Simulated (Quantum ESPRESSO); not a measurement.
# 1T-SnO2, 1 layer, stepped through biaxial strain, part 5 of 6

Aim: how the results for 1T-SnO2, 1 layer change with biaxial strain.

Quantum ESPRESSO 7.5; plane-wave DFT, PBE, GBRV ultrasoft pseudopotentials.

So far. Step 6 (Bands along a path, -4 %): Along this path the valence top lies between K and Γ and the conduction bottom at Γ. Step 7 (Relaxing the ions, -3 %): The relaxation lowers the energy by 10 meV an atom.

**9. Relaxing the ions, 3 %**

m7.relax.in

```
&control
  prefix = 'm7.relax'
  outdir = './out'
  pseudo_dir = './pseudo'
  nstep = 40
  forc_conv_thr = 0.0003
  calculation = 'relax'
  tstress = .true.
/
&system
  ibrav = 0
  nat = 3
  ntyp = 2
  ecutwfc = 50
  ecutrho = 250
  occupations = 'smearing'
  smearing = 'fd'
  degauss = 0.002
/
&electrons
  conv_thr = 1e-09
  mixing_beta = 0.4
  electron_maxstep = 120
  mixing_mode = 'plain'
/
&ions
/
ATOMIC_SPECIES
  O   15.9990  o_pbe_v1.2.uspp.F.UPF
  Sn  118.7100  sn_pbe_v1.4.uspp.F.UPF
CELL_PARAMETERS angstrom
  3.31022482942000 0.00000000000000 0.00000000000000
  -1.65511241471000 2.86673879444000 0.00000000000000
  0.00000000000000 0.00000000000000 16.78885438200000
ATOMIC_POSITIONS crystal
  O   0.666666666700 0.333333333300 0.439298387300
  Sn  0.000000000000 0.000000000000 0.500000000000
  O   0.333333333300 0.666666666700 0.560701612700
K_POINTS automatic
  12 12 1 0 0 0
```

Started as:

```
$ OMP_NUM_THREADS=1 mpirun -n 4 pw.x -nk 4 -in m7.relax.in > m7.relax.out
```

Output:

```text
[banner, memory and clock lines left out]
Program PWSCF v.7.5 starts
[...]
Message from routine setup:
[...]
number of electrons       =        26.00
     number of Kohn-Sham states=           17
     kinetic-energy cutoff     =      50.0000  Ry
     charge density cutoff     =     250.0000  Ry
[...]
number of k points=    19  Fermi-Dirac smearing, width (Ry)=  0.0020
[...]
Dense  grid:    71811 G-vectors     FFT dimensions: (  32,  32, 160)
[...]
negative rho (up, down):  8.433E-04 0.000E+00
     Starting wfcs are   17 randomized atomic wfcs
[...]
negative rho (up, down):  2.007E-04 0.000E+00
[...]
estimated scf accuracy    <       0.85413699 Ry
[...]
negative rho (up, down):  1.659E-04 0.000E+00
[...]
estimated scf accuracy    <       0.09731664 Ry
[...]
negative rho (up, down):  3.093E-04 0.000E+00
[...]
estimated scf accuracy    <       0.01412484 Ry
[...]
negative rho (up, down):  4.352E-04 0.000E+00
[...]
estimated scf accuracy    <       0.00168997 Ry
[...]
negative rho (up, down):  5.044E-04 0.000E+00
[...]
estimated scf accuracy    <       0.00019953 Ry
[...]
negative rho (up, down):  5.410E-04 0.000E+00
[...]
estimated scf accuracy    <       0.00009966 Ry
[...]
negative rho (up, down):  5.636E-04 0.000E+00
[...]
estimated scf accuracy    <       0.00001349 Ry
[...]
negative rho (up, down):  5.775E-04 0.000E+00
[...]
estimated scf accuracy    <       0.00000059 Ry
[...]
negative rho (up, down):  5.858E-04 0.000E+00
[...]
estimated scf accuracy    <       0.00000032 Ry
[...]
negative rho (up, down):  5.909E-04 0.000E+00
[...]
estimated scf accuracy    <       0.00000017 Ry
[...]
negative rho (up, down):  5.939E-04 0.000E+00
[...]
estimated scf accuracy    <       0.00000005 Ry
[...]
negative rho (up, down):  5.957E-04 0.000E+00
[...]
estimated scf accuracy    <          1.2E-09 Ry
[...]
negative rho (up, down):  5.968E-04 0.000E+00
[...]
estimated scf accuracy    <          1.4E-09 Ry
[...]
negative rho (up, down):  5.985E-04 0.000E+00
[...]
the Fermi energy is    -2.9303 ev
!    total energy              =    -223.86951826 Ry
     estimated scf accuracy    <          1.9E-11 Ry
     smearing contrib. (-TS)   =      -0.00000000 Ry
     internal energy E=F+TS    =    -223.86951826 Ry
[...]
one-electron contribution =    -966.94474264 Ry
     hartree contribution      =     491.21998749 Ry
     xc contribution           =     -57.63726850 Ry
     ewald contribution        =     309.49250538 Ry
     convergence has been achieved in  14 iterations
     negative rho (up, down):  5.985E-04 0.000E+00
[...]
Total force =     0.027659     Total SCF correction =     0.000005
[...]
negative rho (up, down):  5.985E-04 0.000E+00
[...]
negative rho (up, down):  6.250E-04 0.000E+00
[...]
negative rho (up, down):  5.999E-04 0.000E+00
[...]
estimated scf accuracy    <       0.00010196 Ry
[...]
negative rho (up, down):  5.939E-04 0.000E+00
[...]
estimated scf accuracy    <       0.00001139 Ry
[...]
negative rho (up, down):  5.938E-04 0.000E+00
[...]
estimated scf accuracy    <       0.00000127 Ry
[...]
negative rho (up, down):  5.949E-04 0.000E+00
[...]
estimated scf accuracy    <       0.00000024 Ry
[...]
negative rho (up, down):  5.963E-04 0.000E+00
[...]
estimated scf accuracy    <       0.00000002 Ry
[...]
negative rho (up, down):  5.973E-04 0.000E+00
[...]
estimated scf accuracy    <          5.5E-09 Ry
[...]
negative rho (up, down):  5.990E-04 0.000E+00
[...]
the Fermi energy is    -2.9356 ev
!    total energy              =    -223.87019300 Ry
     estimated scf accuracy    <          1.9E-10 Ry
     smearing contrib. (-TS)   =      -0.00000000 Ry
     internal energy E=F+TS    =    -223.87019300 Ry
[...]
one-electron contribution =    -969.28307979 Ry
     hartree contribution      =     492.41429036 Ry
     xc contribution           =     -57.64997014 Ry
     ewald contribution        =     310.64856657 Ry
     convergence has been achieved in   7 iterations
     negative rho (up, down):  5.990E-04 0.000E+00
[...]
Total force =     0.021125     Total SCF correction =     0.000010
[...]
negative rho (up, down):  5.990E-04 0.000E+00
[...]
negative rho (up, down):  6.338E-04 0.000E+00
[...]
negative rho (up, down):  6.022E-04 0.000E+00
[...]
estimated scf accuracy    <       0.00012366 Ry
[...]
negative rho (up, down):  5.937E-04 0.000E+00
[...]
estimated scf accuracy    <       0.00001339 Ry
[...]
negative rho (up, down):  5.927E-04 0.000E+00
[...]
estimated scf accuracy    <       0.00000152 Ry
[...]
negative rho (up, down):  5.938E-04 0.000E+00
[...]
estimated scf accuracy    <       0.00000028 Ry
[...]
negative rho (up, down):  5.953E-04 0.000E+00
[...]
estimated scf accuracy    <       0.00000002 Ry
[...]
negative rho (up, down):  5.964E-04 0.000E+00
[...]
estimated scf accuracy    <          6.5E-09 Ry
[...]
negative rho (up, down):  5.972E-04 0.000E+00
[...]
estimated scf accuracy    <          1.4E-10 Ry
[...]
negative rho (up, down):  5.976E-04 0.000E+00
[...]
estimated scf accuracy    <          1.1E-10 Ry
[...]
negative rho (up, down):  5.984E-04 0.000E+00
[...]
the Fermi energy is    -2.8718 ev
!    total energy              =    -223.87072487 Ry
     estimated scf accuracy    <          1.8E-12 Ry
     smearing contrib. (-TS)   =      -0.00000000 Ry
     internal energy E=F+TS    =    -223.87072487 Ry
[...]
one-electron contribution =    -971.84795926 Ry
     hartree contribution      =     493.72485914 Ry
     xc contribution           =     -57.66393038 Ry
     ewald contribution        =     311.91630562 Ry
     convergence has been achieved in   9 iterations
     negative rho (up, down):  5.984E-04 0.000E+00
[...]
Total force =     0.013827     Total SCF correction =     0.000002
[...]
negative rho (up, down):  5.984E-04 0.000E+00
[...]
negative rho (up, down):  6.872E-04 0.000E+00
[...]
negative rho (up, down):  6.115E-04 0.000E+00
[...]
estimated scf accuracy    <       0.00027957 Ry
[...]
negative rho (up, down):  5.900E-04 0.000E+00
[...]
estimated scf accuracy    <       0.00003004 Ry
[...]
negative rho (up, down):  5.876E-04 0.000E+00
[...]
estimated scf accuracy    <       0.00000353 Ry
[...]
negative rho (up, down):  5.898E-04 0.000E+00
[...]
estimated scf accuracy    <       0.00000061 Ry
[...]
negative rho (up, down):  5.928E-04 0.000E+00
[...]
estimated scf accuracy    <       0.00000005 Ry
[...]
negative rho (up, down):  5.951E-04 0.000E+00
[...]
estimated scf accuracy    <       0.00000002 Ry
[...]
negative rho (up, down):  5.966E-04 0.000E+00
[...]
estimated scf accuracy    <          3.1E-10 Ry
[...]
negative rho (up, down):  5.976E-04 0.000E+00
[...]
estimated scf accuracy    <          3.8E-10 Ry
[...]
negative rho (up, down):  5.992E-04 0.000E+00
[...]
the Fermi energy is    -2.8166 ev
!    total energy              =    -223.87110292 Ry
     estimated scf accuracy    <          1.2E-12 Ry
     smearing contrib. (-TS)   =      -0.00000000 Ry
     internal energy E=F+TS    =    -223.87110292 Ry
[...]
one-electron contribution =    -975.68047579 Ry
     hartree contribution      =     495.68439157 Ry
     xc contribution           =     -57.68489072 Ry
     ewald contribution        =     313.80987202 Ry
     convergence has been achieved in   9 iterations
     negative rho (up, down):  5.992E-04 0.000E+00
[...]
Total force =     0.002703     Total SCF correction =     0.000003
[...]
negative rho (up, down):  5.992E-04 0.000E+00
[...]
negative rho (up, down):  6.011E-04 0.000E+00
[...]
negative rho (up, down):  5.981E-04 0.000E+00
[...]
estimated scf accuracy    <       0.00001643 Ry
[...]
negative rho (up, down):  5.978E-04 0.000E+00
[...]
estimated scf accuracy    <       0.00000189 Ry
[...]
negative rho (up, down):  5.982E-04 0.000E+00
[...]
estimated scf accuracy    <       0.00000022 Ry
[...]
negative rho (up, down):  5.987E-04 0.000E+00
[...]
estimated scf accuracy    <       0.00000004 Ry
[...]
negative rho (up, down):  5.991E-04 0.000E+00
[...]
estimated scf accuracy    <          3.5E-09 Ry
[...]
negative rho (up, down):  5.994E-04 0.000E+00
[...]
estimated scf accuracy    <          1.4E-09 Ry
[...]
negative rho (up, down):  5.998E-04 0.000E+00
[...]
the Fermi energy is    -2.8114 ev
!    total energy              =    -223.87111768 Ry
     estimated scf accuracy    <          2.7E-11 Ry
     smearing contrib. (-TS)   =      -0.00000000 Ry
     internal energy E=F+TS    =    -223.87111768 Ry
[...]
one-electron contribution =    -976.60884612 Ry
     hartree contribution      =     496.15927864 Ry
     xc contribution           =     -57.68998580 Ry
     ewald contribution        =     314.26843561 Ry
     convergence has been achieved in   7 iterations
     negative rho (up, down):  5.998E-04 0.000E+00
[...]
Total force =     0.000029     Total SCF correction =     0.000016
[...]
negative rho (up, down):  5.998E-04 0.000E+00
[...]
```

Elapsed: 44 s, on 4 MPI ranks of Intel Xeon Platinum 8488C (Sapphire Rapids), shared host; peak memory 0.67 GiB; 2.9 min of CPU time.

Step by step:

| step | energy less that of the first step (eV) | largest force (eV/Å) |
| --- | --- | --- |
| 1 | 0.0000 | 0.5029 |
| 2 | -0.0092 | 0.3841 |
| 3 | -0.0164 | 0.2514 |
| 4 | -0.0216 | 0.0491 |
| 5 | -0.0218 | 0.0005 |

The atoms that moved most (Å):

| atom | dx | dy | dz | length |
| --- | --- | --- | --- | --- |
| O3 | 0.000 | 0.000 | -0.043 | 0.043 |
| O1 | 0.000 | 0.000 | 0.043 | 0.043 |

The relaxed structure:

```
CELL_PARAMETERS angstrom
3.31022 0.00000 0.00000
-1.65511 2.86674 0.00000
0.00000 0.00000 16.78885
ATOMIC_POSITIONS crystal
O 0.66667 0.33333 0.44186
Sn 0.00000 0.00000 0.50000
O 0.33333 0.66667 0.55814
```

The relaxation lowers the energy by 7 meV an atom.

Numbers from this step:

* free energy: -3045.9217 eV
* Fermi energy: -2.811 eV

**10. Self-consistent run, 3 %**

m7.scf.in

```
&control
  prefix = 'm7.scf'
  outdir = './out'
  pseudo_dir = './pseudo'
  calculation = 'scf'
  tprnfor = .true.
/
&system
  ibrav = 0
  nat = 3
  ntyp = 2
  ecutwfc = 40
  ecutrho = 200
  occupations = 'smearing'
  smearing = 'fd'
  degauss = 0.002
  nbnd = 17
/
&electrons
  conv_thr = 1e-09
  mixing_beta = 0.4
  electron_maxstep = 120
  mixing_mode = 'plain'
/
ATOMIC_SPECIES
  O   15.9990  o_pbe_v1.2.uspp.F.UPF
  Sn  118.7100  sn_pbe_v1.4.uspp.F.UPF
CELL_PARAMETERS angstrom
  3.31022482942000 0.00000000000000 0.00000000000000
  -1.65511241471000 2.86673879444000 0.00000000000000
  0.00000000000000 0.00000000000000 16.78885438200000
ATOMIC_POSITIONS crystal
  O   0.666666666700 0.333333333300 0.441857221900
  Sn  0.000000000000 0.000000000000 0.500000000000
  O   0.333333333300 0.666666666700 0.558142778100
K_POINTS automatic
  12 12 1 0 0 0
```

Started as:

```
$ OMP_NUM_THREADS=1 mpirun -n 4 pw.x -nk 4 -in m7.scf.in > m7.scf.out
```

Output:

```text
[banner, memory and clock lines left out]
Program PWSCF v.7.5 starts
[...]
Message from routine setup:
[...]
number of electrons       =        26.00
     number of Kohn-Sham states=           17
     kinetic-energy cutoff     =      40.0000  Ry
     charge density cutoff     =     200.0000  Ry
[...]
number of k points=    19  Fermi-Dirac smearing, width (Ry)=  0.0020
[...]
Dense  grid:    51293 G-vectors     FFT dimensions: (  30,  30, 144)
[...]
negative rho (up, down):  2.534E-04 0.000E+00
     Starting wfcs are   17 randomized atomic wfcs
[...]
negative rho (up, down):  1.073E-04 0.000E+00
[...]
estimated scf accuracy    <       0.85688147 Ry
[...]
negative rho (up, down):  1.264E-04 0.000E+00
[...]
estimated scf accuracy    <       0.09066234 Ry
[...]
negative rho (up, down):  1.908E-04 0.000E+00
[...]
estimated scf accuracy    <       0.01394240 Ry
[...]
negative rho (up, down):  2.569E-04 0.000E+00
[...]
estimated scf accuracy    <       0.00168561 Ry
[...]
negative rho (up, down):  2.628E-04 0.000E+00
[...]
estimated scf accuracy    <       0.00019995 Ry
[...]
negative rho (up, down):  2.552E-04 0.000E+00
[...]
estimated scf accuracy    <       0.00009684 Ry
[...]
negative rho (up, down):  2.546E-04 0.000E+00
[...]
estimated scf accuracy    <       0.00002498 Ry
[...]
negative rho (up, down):  2.557E-04 0.000E+00
[...]
estimated scf accuracy    <       0.00000101 Ry
[...]
negative rho (up, down):  2.567E-04 0.000E+00
[...]
estimated scf accuracy    <       0.00000107 Ry
[...]
negative rho (up, down):  2.574E-04 0.000E+00
[...]
estimated scf accuracy    <       0.00000034 Ry
[...]
negative rho (up, down):  2.578E-04 0.000E+00
[...]
estimated scf accuracy    <       0.00000015 Ry
[...]
negative rho (up, down):  2.581E-04 0.000E+00
[...]
estimated scf accuracy    <          1.0E-09 Ry
[...]
negative rho (up, down):  2.583E-04 0.000E+00
[...]
estimated scf accuracy    <          2.0E-09 Ry
[...]
negative rho (up, down):  2.586E-04 0.000E+00
[...]
the Fermi energy is    -2.8030 ev
!    total energy              =    -223.86410614 Ry
     estimated scf accuracy    <          6.5E-11 Ry
     smearing contrib. (-TS)   =      -0.00000000 Ry
     internal energy E=F+TS    =    -223.86410614 Ry
[...]
one-electron contribution =    -976.60396172 Ry
     hartree contribution      =     496.16269329 Ry
     xc contribution           =     -57.69127331 Ry
     ewald contribution        =     314.26843559 Ry
     convergence has been achieved in  14 iterations
     negative rho (up, down):  2.586E-04 0.000E+00
[...]
Total force =     0.000412     Total SCF correction =     0.000006
[...]
```

The job ended after 9.9 s (4 MPI ranks; peak memory 0.55 GiB).

Read from the output:

* free energy: -3045.8263 eV
* Fermi energy: -2.803 eV
* valence top, on the run's zero: -4.188 eV
* conduction bottom, on the run's zero: -2.034 eV
* gap by band count: 2.154 eV

(Part 5 of 6 ends here.)

[Logs are printed without paths, hosts, clocks, repeated set-up lines and the standing remarks that a program may print on its own settings, such as how far it seeks lower states.]

[Hosts, paths, dates, database ids (printed as entryN), source tags and the programs' standing remarks are cut or masked in the printed files.]

[Maps of the electrostatic potential energy from Ansatz leave out the sawtooth potential of an applied field or a dipole correction, so their vacuum need not be flat; planar profiles and work functions include it.]
